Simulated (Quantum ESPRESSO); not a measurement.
GdO2 (P2_1/m) has these O sites:
A. atom 3: 1 Gd at 2.35 Å and 2 Gd at 2.38 Å (distorted pyramidal, site symmetry m), then 2 O at 2.49 Å and 1 O at 2.89 Å
B. atom 5: 2 Gd at 2.29 Å and 2 Gd at 2.36 Å (distorted tetrahedral, site symmetry m), then 2 O at 2.82 Å and 2 O at 2.88 Å

Their O K edges were computed (Quantum ESPRESSO XSpectra, LDA, excited-electron core hole (neutral cell), 12-atom cell with 5.6 Å between holes, 6×6×5 k points, dipole transitions, Lorentzian half width 0.3 eV up to 4 eV, rising linearly to 2.5 eV at 25 eV, without spin-orbit coupling) and are given in random order.

On one photon-energy scale, from the lowest onset; each scaled to a mean of 1 over its first 20 eV.

| E (eV) | spectrum 1 | spectrum 2 |
| --- | --- | --- |
| -2.0 | 0.02 | 0.02 |
| -1.4 | 0.02 | 0.03 |
| -0.8 | 0.02 | 0.06 |
| -0.2 | 0.03 | 0.20 |
| 0.4 | 0.05 | 0.20 |
| 1.0 | 0.05 | 0.06 |
| 1.6 | 0.04 | 0.05 |
| 2.2 | 0.05 | 0.05 |
| 2.8 | 0.06 | 0.06 |
| 3.4 | 0.08 | 0.07 |
| 4.0 | 0.11 | 0.09 |
| 4.6 | 0.18 | 0.17 |
| 5.2 | 0.45 | 0.38 |
| 5.8 | 1.50 | 1.05 |
| 6.4 | 2.08 | 1.50 |
| 7.0 | 1.53 | 1.49 |
| 7.6 | 1.46 | 1.41 |
| 8.2 | 1.57 | 1.45 |
| 8.8 | 1.79 | 1.62 |
| 9.4 | 2.04 | 1.87 |
| 10.0 | 2.05 | 1.99 |
| 10.6 | 1.75 | 1.83 |
| 11.2 | 1.38 | 1.52 |
| 11.8 | 1.16 | 1.33 |
| 12.4 | 1.10 | 1.29 |
| 13.0 | 1.12 | 1.27 |
| 13.6 | 1.14 | 1.23 |
| 14.2 | 1.13 | 1.18 |
| 14.8 | 1.11 | 1.15 |
| 15.4 | 1.07 | 1.12 |
| 16.0 | 1.02 | 1.09 |
| 16.6 | 0.97 | 1.08 |
| 17.2 | 0.93 | 1.09 |
| 17.8 | 0.89 | 1.11 |
| 18.4 | 0.87 | 1.11 |
| 19.0 | 0.85 | 1.11 |
| 19.6 | 0.84 | 1.11 |
| 20.2 | 0.84 | 1.11 |
| 20.8 | 0.84 | 1.12 |
| 21.4 | 0.85 | 1.13 |
| 22.0 | 0.87 | 1.15 |
| 22.6 | 0.88 | 1.17 |
| 23.2 | 0.89 | 1.18 |
| 23.8 | 0.90 | 1.17 |
| 24.4 | 0.91 | 1.16 |
| 25.0 | 0.91 | 1.15 |
| 25.6 | 0.91 | 1.13 |
| 26.2 | 0.91 | 1.11 |
| 26.8 | 0.91 | 1.10 |
| 27.4 | 0.90 | 1.08 |
| 28.0 | 0.89 | 1.06 |
| 28.6 | 0.88 | 1.05 |
| 29.2 | 0.87 | 1.03 |
| 29.8 | 0.86 | 1.02 |
| 30.4 | 0.85 | 1.00 |
| 31.0 | 0.84 | 0.98 |
| 31.6 | 0.82 | 0.95 |

Q: Which spectrum belongs to which site?

Spectrum 1 is B (onset at +0.62 eV, maxima 5.6 eV (2.19) and 9.1 eV (2.10) above its own zero). Spectrum 2 is A (onset at +0.00 eV, maxima 0.1 eV (0.36), 6.6 eV (1.51), 10.0 eV (1.99) and 23.4 eV (1.18) above its own zero).

[Hosts, paths, dates, database ids (printed as entryN), source tags and the programs' standing remarks are cut or masked in the printed files.]

[Lists of maxima count a maximum above −3 eV only where it reaches 4 % of the highest in the window and stands out from its surroundings by 2 % of it (1.5 % where it reaches 55 %); shoulders and weaker maxima are passed over, and of the rest the first, up to two pre-edge ones and the few strongest are named.]
